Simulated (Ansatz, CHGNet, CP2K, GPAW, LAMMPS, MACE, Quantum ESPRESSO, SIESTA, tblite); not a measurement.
## Codes compared on liquid Cu15Zr85 (at. %) at 1900 K (61 atoms)

How near do other programs and methods come to a plane-wave reference for liquid Cu15Zr85 (at. %) at 1900 K (61 atoms)? A plane-wave run serves as the reference.

Method: Kohn-Sham DFT, PBE, PAW, plane waves, in Ansatz 0.2.0.

In doubt: a PseudoDojo file used here is known to give poor structures and forces (SIESTA), which bears on pressures, cells, forces and phonons.

## (1) Starting point

The cell holds 61 atoms: 9 Cu and 52 Zr. Its edges and angles: a = 11.159 Å, b = 11.159 Å, c = 11.159 Å, α = 90.0°, β = 90.0°, γ = 90.0°. 61 atoms (9 Cu, 52 Zr) placed at random at 6.06 g/cm³, melted at 2200 K for 10 ps at fixed volume with the Finnis-Sinclair Cu-Zr potential (Mendelev, file CuZr_mm.eam.fs of the LAMMPS distribution). Snapshot at the end of a hold of 10 ps at 1900 K and zero pressure.

## (2) Reference: Ansatz, plane waves

The PAW files are the set soft_2.

Input file input.yaml:

```yaml
crystal:
  lattice:
    - [11.1585, 0.0, 0.0]
    - [0.0, 11.1585, 0.0]
    - [0.0, 0.0, 11.1585]
  atoms:
    - { symbol: Cu, position: [0.15212, 0.87732, 0.39588] }
    - { symbol: Cu, position: [0.36849, 0.46442, 0.45857] }
    - { symbol: Cu, position: [0.52034, 0.25504, 0.66621] }
    - { symbol: Cu, position: [0.57374, 0.56098, 0.35919] }
    [... 51 atom lines left out ...]
    - { symbol: Zr, position: [0.09764, 0.74271, 0.80814] }
    - { symbol: Zr, position: [0.36388, 0.71281, 0.6967] }
    - { symbol: Zr, position: [0.64031, 0.472, 0.10227] }
    - { symbol: Zr, position: [0.37705, 0.39329, 0.1939] }
    - { symbol: Zr, position: [0.86447, 0.91759, 0.81304] }
    - { symbol: Zr, position: [0.348, 0.10823, 0.08014] }
kpoints:
  mp_grid: { grid: [1, 1, 1] }
hamiltonian:
  xc: pbe
scf:
  occupations: { method: fermi_dirac, width: 0.05 }
output:
  forces: true
  eigenvalues: true
  populations: true
  stress: true
```

The run is started by

```console
ansatz run input.yaml --threads 8 --pin off --max-ram 15872MiB --backend cpu --events-out ev --progress --plain --runs-dir out
```

Numbers of over 12 decimals in the logs are rounded to 6 here.

Output:

```text
[...]
Pseudopotentials: kind: paw
Pseudopotential: Cu, paw, valence charge 19, recommended cutoff 420 eV (normal), Cu.paw.azcp
Pseudopotential: Zr, paw, valence charge 12, recommended cutoff 420 eV (normal), Zr.paw.azcp
[... 5 lines on functional and potentials left out ...]
Crystal: 61 atoms, lattice volume = 1389.369 Å³
Basis set: ecut = 420 eV, 27201 PW (Γ), exchange–correlation on 150×150×150 points (8 copies of the dense FFT grid, shifted against one another)
Bands: 477, of which v1, the nominal top of the filled ones, is band 398 counted from 1 (397 counted from 0)
Symmetry: 1 space group operations
Space group: P1 (ITA 1), of the structure as read, at distance tolerance 1.1e-4 Å
k-points: 1
[... 5 lines on functional and potentials left out ...]
Initial density: superposition of atomic densities (neutral atoms: chi_scale 0, normalization atom), corrected by the library's trained network
Initial wavefunctions: pseudopotential atomic-orbital guess
[...]
SCF iter   1: F=—  HF=-277165.036368 eV  |F-HF|=—  |Δ(HF+E_count)|=         —  Δρ=7.34e-3  dr2=3.23e0  ethr=1.77e-3  ⟨swp⟩=7.0  Hψ=1657  notcnv=0  defer=8
preconditioner: auto → Kerker (q_TF=auto, 2.486 Å⁻¹)  [metal: Δε(μ)=0.022 eV  Ē_g=3.155 eV  σ=0.050 eV  W_gap=0.11  n_scr=364 (ndim 8)  ℏωp=17.5 eV  f_vac=0.000  D(μ)=85.35/eV (n_scr^D=894)]
[...]
SCF iter  10: F=—  HF=-277165.030385 eV  |F-HF|=—  |Δ(HF+E_count)|=   1.89e-8  Δρ=4.08e-6  dr2=1.90e-7  ethr=1.26e-11  ⟨swp⟩=12.0  Hψ=1536  notcnv=0
SCF iter  11: F=-277165.030385 eV  HF=-277165.030385 eV  |F-HF|=2.21e-8  |Δ(HF+E_count)|=   2.80e-8  Δρ=1.46e-6  dr2=3.16e-8  ethr=1.26e-11  ⟨swp⟩=3.0  Hψ=1279  notcnv=0
SCF 1 converged in 11 iterations: F = -277165.030385 eV  dr2 = 3.16e-8
[...]
SCF converged after 11 iterations
Free energy (F): -277165.030385 eV
Harris-Foulkes:  -277165.030385 eV  (|F-HF|=2.21e-8)
Internal energy: -277164.306302 eV  (E = F + TS)
E sigma→0 (E₀):  -277164.668343 eV
Entropy (-TS):   -0.724083 eV (-11.870 meV/atom)
Fermi energy:    13.117102 eV
--- Per-component energies (eV) ---
[...]
Σ components = -277165.030385   (vs F -277165.030385, Δ=0.00e0)
--- Forces (eV/Å), atoms counted from 1 ---
  atom   1  Cu    -0.62113132     0.14075147     0.04483747
  atom   2  Cu    -0.13154265    -0.60051826     0.09686764
  atom   3  Cu     1.28204177     1.06890017     0.60819572
  atom   4  Cu    -0.34107341    -1.04566306    -0.11966582
[...]
atom  61  Zr    -0.24309678    -0.03859842    -1.05997081
  max |Σ_I F_I| component: 2.54e-5 eV/Å
--- Stress (GPa, compression-positive) ---
       -1.830436      -0.229185      -0.155949
       -0.229185       0.377205      -0.457394
       -0.155949      -0.457394       0.314387
  P = ⅓ Tr σ = -0.3796 GPa (-3.796 kbar)
--- Band table (eV) ---
  k-point 0: bands = ["-100.2408", "-100.2368", "-99.9538", "-99.8915", [... 461 levels ...], "15.0564", "15.1098", "15.1571", "15.2250", "15.2275", "15.2630", "15.2921", "15.3239", "15.3491", "15.3754", "15.3943", "15.4403"]
--- Löwdin populations: 61 sites ---
  site symbol       q [e]
     0     Cu     18.6386
     1     Cu     18.6513
     2     Cu     18.6294
[...]
60     Zr     11.9351
  spilling = 0.006119 (of n_electrons = 795.000000)
```

Elapsed: 17 s, on 8 threads of Arm Neoverse V2, shared host; peak memory 2.1 GiB; 2.1 min of CPU time.

Numbers from this run:

```
free energy                             : -277165.0304 eV
free energy per atom                    : -4543.6890 eV/atom
SCF cycles                              : 11
pressure                                : -0.3796 GPa
r.m.s. force component                  : 0.851 eV/Å
longest force                           : 3.006 eV/Å
Fermi energy                            : 13.12 eV
levels partly filled by over 2 per cent : 18
spilling of the projection              : 0.006119
```

Length of the force by element:

```tsv
element	coordination	atoms	mean length of the force (eV/Å)	spread	least	most
Cu	all	9	1.07	0.398	0.622	1.78
Zr	all	52	1.38	0.646	0.303	3.01
```

The levels nearest the highest filled one (over half full), pooled over k-points and spins:

```tsv
level less the highest filled one (eV)	occupation
-0.122	1.86
-0.0983	1.78
-0.0893	1.74
-0.0697	1.64
-0.052	1.52
0	1.06
0.0072	0.992
0.0149	0.915
0.055	0.549
0.0746	0.407
0.104	0.246
0.114	0.21
```

The run ends at a pressure of -0.38 GPa, with forces up to 3.0 eV/Å.

## (3) Local order

Density 6.35 g/cm³, 22.78 Å³ an atom.

Pair distribution functions g(r), in bins of 0.2 Å:

```tsv
r (Å)	total	Zr-Zr	Zr-Cu	Cu-Cu
2.30	0.06	0.00	0.22	0.00
2.50	0.38	0.13	1.16	0.00
2.70	1.17	0.73	2.40	1.77
2.90	1.92	1.87	2.12	1.59
3.10	2.88	3.07	2.34	2.94
3.30	1.75	2.02	1.09	0.00
3.50	1.21	1.22	1.28	0.00
3.70	0.89	1.01	0.42	2.00
3.90	0.72	0.80	0.39	1.77
4.10	0.65	0.55	0.99	0.00
4.30	0.48	0.42	0.64	0.77
4.50	0.63	0.64	0.64	0.00
4.70	0.90	0.89	0.85	1.81
4.90	0.72	0.63	0.94	1.12
5.10	0.89	0.91	0.92	0.00
5.30	1.04	0.99	1.22	0.50
5.50	1.25	1.19	1.48	0.46
```

## (4) The ladder

The programs:
- CHGNet: machine-learned potential, published weights.
- CP2K 2026.2: Gaussian basis with GTH pseudopotentials and a plane-wave density; labels give functional, basis (MOLOPT sets; SR short-range, UZH the newer set with its own potentials), grid cutoff/relative cutoff and solver (OT: orbital transformation; TRS4, TC2, SIGN: linear-scaling purification with its sparsity filter), or its built-in tight binding.
- MACE: machine-learned potential, published weights.
- Quantum ESPRESSO 7.5: plane waves; labels (QE) give functional, pseudopotential set and cutoffs of waves/density.
- SIESTA 5.4.2: numerical atomic orbitals, whose automatically made sets are far from complete, with PseudoDojo norm-conserving potentials that we converted to its format (checked against plane waves on the same files for H, C, O, Si, Ge and Ca alone); labels give functional, basis size, energy shift and mesh cutoff.

All use the same cell and atoms; the electronic-structure runs use the same k-mesh, and an electronic temperature of 580 K (0.05 eV) where levels are smeared.

Differences are against the plane-wave reference, forces as r.m.s. over components; share is that over the reference's r.m.s. force, slope the least-squares factor from reference forces to these. Total energies of different programs have different zeros and aren't compared.

```tsv
run	Δ force, r.m.s. (meV/Å)	share (%)	slope	Δ pressure (GPa)	cores	CPU time	memory (GiB)
reference	-	-	-	-	8	2.1 min	2.1
CHGNet 0.3.0 potential	327	38.4	0.926	-0.0272	1	3.4 s	0.6
CHGNet r2SCAN potential	514	60.4	0.428	-1.13	1	3.3 s	0.6
CP2K PBE, DZVP-UZH, 280/50 Ry, diagonalisation (coarse)	171	20.1	1.008	1.33	4	26 min	5.8
CP2K PBE, DZVP-UZH, 800/50 Ry, diagonalisation	34.5	4.06	1.018	1.07	4	28 min	9.6
CP2K PBE, SZV-MOLOPT-SR, 800/50 Ry, diagonalisation (coarse)	264	31.0	0.943	-2.12	2	11 min	4.8
MACE MPA-0 medium potential	216	25.4	1.010	0.0095	1	7.1 s	0.79
QE PBE, sssp-1.3.0-efficiency, 60/480 Ry	1.92	0.225	1.001	-0.0384	4	27 min	5.6
SIESTA PBE, DZ, shift 0.01 Ry, mesh 500 Ry (coarse)	208	24.4	1.131	-7.41	2	9.4 min	2.2
SIESTA PBE, DZP, shift 0.002 Ry, mesh 500 Ry	135	15.9	1.138	0.915	4	44 min	5.1
SIESTA PBE, DZP, shift 0.01 Ry, mesh 500 Ry	102	11.9	1.091	-1.13	2	20 min	3.0
SIESTA PBE, SZP, shift 0.01 Ry, mesh 500 Ry (coarse)	133	15.6	1.126	-0.141	2	14 min	2.7
```

Rows marked coarse were listed beforehand as settings not expected to be converged; some can still land near the reference.

Times of the machine-learned potentials are mostly Python's start and the loading of weights.

CPU time is summed over cores on a shared host, where runs went side by side, so it is rough. Symmetry, cutoffs, thresholds, outputs and thread counts weren't matched or tuned between programs; memory under MPI is the largest rank's times the ranks.

Runs without a result: tblite GFN1-xTB (not converged); GPAW PBE, LCAO dzp, h 0.2 Å (cut off at its time limit of 7.7 min); CP2K GFN1-xTB, diagonalisation (not converged, the SCF not settling); GPAW PBE, LCAO dzp, h 0.28 Å (cut off at its time limit of 5.2 min); GPAW PBE, LCAO szp(dzp), h 0.2 Å (cut off at its time limit of 4.8 min); GPAW PBE, LCAO dzp, h 0.2 Å, other mixer settings (cut off at its time limit of 12 min).

Mean charges by element (e), by run and scheme:

```tsv
run	scheme	Cu	Zr
CP2K PBE, DZVP-UZH, 800/50 Ry, diagonalisation	Mulliken	-0.30	+0.05
CP2K PBE, DZVP-UZH, 800/50 Ry, diagonalisation	Hirshfeld	-0.07	+0.01
SIESTA PBE, DZP, shift 0.002 Ry, mesh 500 Ry	Hirshfeld	+0.29	-0.05
SIESTA PBE, DZP, shift 0.01 Ry, mesh 500 Ry	Hirshfeld	+0.39	-0.07
```

Within one program, basis, potentials and functional, energies share a zero. Each run against its twin at the usual cutoff or grid and solver:

```tsv
run	twin	Δ energy (meV/atom)	Δ force, r.m.s. (meV/Å)	CPU time over the twin's
CP2K PBE, DZVP-UZH, 280/50 Ry, diagonalisation	DZVP-UZH, 800/50 Ry, diagonalisation	-4.27	170	0.92
```

## (5) Outcome

```yaml
reference_r_m_s_force_component: 0.851 eV/Å
nearest_in_forces: QE PBE, sssp-1.3.0-efficiency, 60/480 Ry, 0.23 %
farthest_in_forces: CHGNet r2SCAN potential, 60 %
cheapest_electronic_structure_run_beside_the_reference: SIESTA PBE, DZ, shift 0.01 Ry, mesh 500 Ry, 9.4 min of CPU time
```

PBE on plane waves or a grid with other potentials, cutoffs or grids, coarse settings apart, differs from the reference by 0.23 % (QE PBE, sssp-1.3.0-efficiency, 60/480 Ry) of the r.m.s. force; this holds the reference's own error, so differences of a few per cent don't tell which side is nearer the exact PBE result (QE's 60 Ry are 816 eV, against the reference's 420 eV). The PBE runs in local orbitals, coarse settings apart, differ by 4.1 % (CP2K PBE, DZVP-UZH, 800/50 Ry, diagonalisation) to 16 % (SIESTA PBE, DZP, shift 0.002 Ry, mesh 500 Ry); basis, grid and potentials can all enter. Machine-learned potentials differ by 25 % (MACE MPA-0 medium potential) to 60 % (CHGNet r2SCAN potential); they were trained on other programs' data, some at another functional. Runs with settings chosen to be coarse differ by 16 % (SIESTA PBE, SZP, shift 0.01 Ry, mesh 500 Ry) to 31 % (CP2K PBE, SZV-MOLOPT-SR, 800/50 Ry, diagonalisation), their programs' other errors included. None of the electronic-structure runs in the table takes under half the reference's CPU time of 2.1 min; they take 4.5 to 21 times as much. SIESTA PBE, DZP, shift 0.002 Ry, mesh 500 Ry stiffens the forces by a factor of 1.14 while following their directions (correlation 0.998); the slopes of the 4 SIESTA runs lie between 1.09 and 1.14. In pressure, SIESTA PBE, DZ, shift 0.01 Ry, mesh 500 Ry misses by -7.4 GPa, at the same functional. Charges hang on scheme and program or settings: among these rows the mean for Cu runs from -0.30 to +0.39 e, even in sign. In the reference: 18 levels are partly filled, by over 2 % (at Γ alone), as in a metal. The potentials hold different valence shells: 795 electrons in the reference, 723 in CP2K with SZV-MOLOPT-SR and 723 in Quantum ESPRESSO with SSSP; this bears on time and differences. A potential file of the SIESTA runs is in doubt, which bears on their forces and pressure. The frame stands for 1900 K, but pressures are static and levels are smeared at 580 K, under the temperature of the frame, which matters where levels are partly filled. The electron count is odd in these runs, and they have no spin polarisation, so the unpaired electron is spread evenly over both spins. Machine-learned potentials mimic data converged in k, so the reference's own k-point error enters their differences. The network of bonds at the start is that of the classical potential that made the cell, and needn't be the one that DFT or experiment would give. The electron count is odd and the run has no spin polarisation, so levels at the top are partly filled by construction. The electronic-structure runs sample only Γ, in a cell whose shortest periodic width is 11 Å, which is coarse for a cell with partly filled levels.

[Also dropped from logs without a mark: logging warnings of Python, and SIESTA's first energy breakdown and zero terms.]

[Logs are printed without paths, hosts, clocks, repeated set-up lines and the standing remarks that a program may print on its own settings, such as how far it seeks lower states.]

[Hosts, paths, dates, database ids (printed as entryN), source tags and the programs' standing remarks are cut or masked in the printed files.]
